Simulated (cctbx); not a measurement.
## What is wrong with this refinement?

Cell a = 6.5730 Å, b = 6.5730 Å, c = 3.6950 Å, α = 90.00°, β = 90.00°, γ = 120.00°; space group P-62m (no. 189). The compound is Si2Pt3Rh3Pb.

Simulated single-crystal data (cctbx): Ag Kα, λ = 0.56087 Å, to d = 0.8 Å, 50 % of the full sphere, strongest reflection 40000 counts, noise from counting, a 1.5 % proportional error and a noise floor of 8 counts (s.d.); no absorption.

An anisotropic refinement with weights 1/σ² prints:

```text
Rint 0.014, 124 unique reflections to 0.80 A
cycle     R1     wR2    GooF  max shift (A)
   1  0.0590  0.1434  11.864   0.00936
   2  0.0542  0.1332  11.022   0.00017
final R1 0.0542 wR2 0.1332 GooF 11.022  parameters 10  data/parameter 12.4
atom        x        y        z      Ueq    occ   su(xyz)  su(Uiso or U11)
Pb1    0.00000  0.00000  0.50000   0.0030  1.000  0.00000  0.0016  NPD
Pt1    0.00000  0.57402  0.50000   0.0006  1.000  0.00044  0.0014  NPD
Rh1    0.00000  0.24146  0.00000   0.0024  1.000  0.00106  0.0026
difference map: max 26.64 min -5.42 rms 1.61
Q1    0.3333  0.6667  0.0000    2   26.65  2.55 A from Rh1
Q2    0.0000  0.0000  0.5000    1   10.31  0.00 A from Pb1
Q3    0.0914  0.7525  0.0000    6    6.77  1.42 A from Rh1
Q4    0.1040  0.3356  0.0000    6    5.53  0.65 A from Rh1
Q5    0.0000  0.3674  0.0000    3    4.13  0.83 A from Rh1
Q6    0.0000  0.1111  0.5000    3    3.76  0.73 A from Pb1
```

Q: Accept it or mend it, and why?

Mend it. The fault: an atom left out, Si at (2/3, 1/3, 0). Against the right model at the same level, R1 goes from 0.0048 to 0.0542 and GooF from 0.86 to 11.02, the top difference peak, 26.6 e/Å³, lies 2.55 Å from Rh1 and Pb1 and Pt1 go non-positive-definite. Q1 is the missing atom. With scattering power missing, scale and phases suffer, so peaks may also grow on the heavy atoms.

The compound is Si2Pt3Rh3Pb. The right model at the same level gives:

```text
Rint 0.014, 124 unique reflections to 0.80 A
cycle     R1     wR2    GooF  max shift (A)
   1  0.0092  0.0217   1.810   0.00042
   2  0.0048  0.0103   0.862   0.00000
final R1 0.0048 wR2 0.0103 GooF 0.862  parameters 12  data/parameter 10.3
atom        x        y        z      Ueq    occ   su(xyz)  su(Uiso or U11)
Pb1    0.00000  0.00000  0.50000   0.0034  1.000  0.00000  0.0001
Pt1    0.00000  0.57420  0.50000   0.0021  1.000  0.00004  0.0001
Rh1    0.00000  0.24000  0.00000   0.0040  1.000  0.00010  0.0002
Si1    0.66667  0.33333  0.00000   0.0071  1.000  0.00000  0.0007
Flack x: 0.011(12)
Hooft y: 0.006(12)  Bijvoet pairs: 46
difference map: max 0.53 min -0.45 rms 0.12
Q1    0.0000  0.7999  0.0000    3    0.54  1.46 A from Rh1
Q2    0.0000  0.6363  0.0000    3    0.42  1.89 A from Pt1
Q3    0.0000  0.3339  0.5000    3    0.41  1.58 A from Pt1
Q4    0.0000  0.4872  0.2979    6    0.32  0.94 A from Pt1
Q5    0.1877  0.6921  0.0000    6    0.32  1.05 A from Si1
Q6    0.0000  0.0000  0.5000    1    0.31  0.00 A from Pb1
```

The model is made up (kin elements in a known structure type, no relaxation), so it says nothing on whether the phase exists.

[Middle refinement cycles are left out of these outputs.]

[Logs are printed without paths, hosts, clocks, repeated set-up lines and the standing remarks that a program may print on its own settings, such as how far it seeks lower states.]
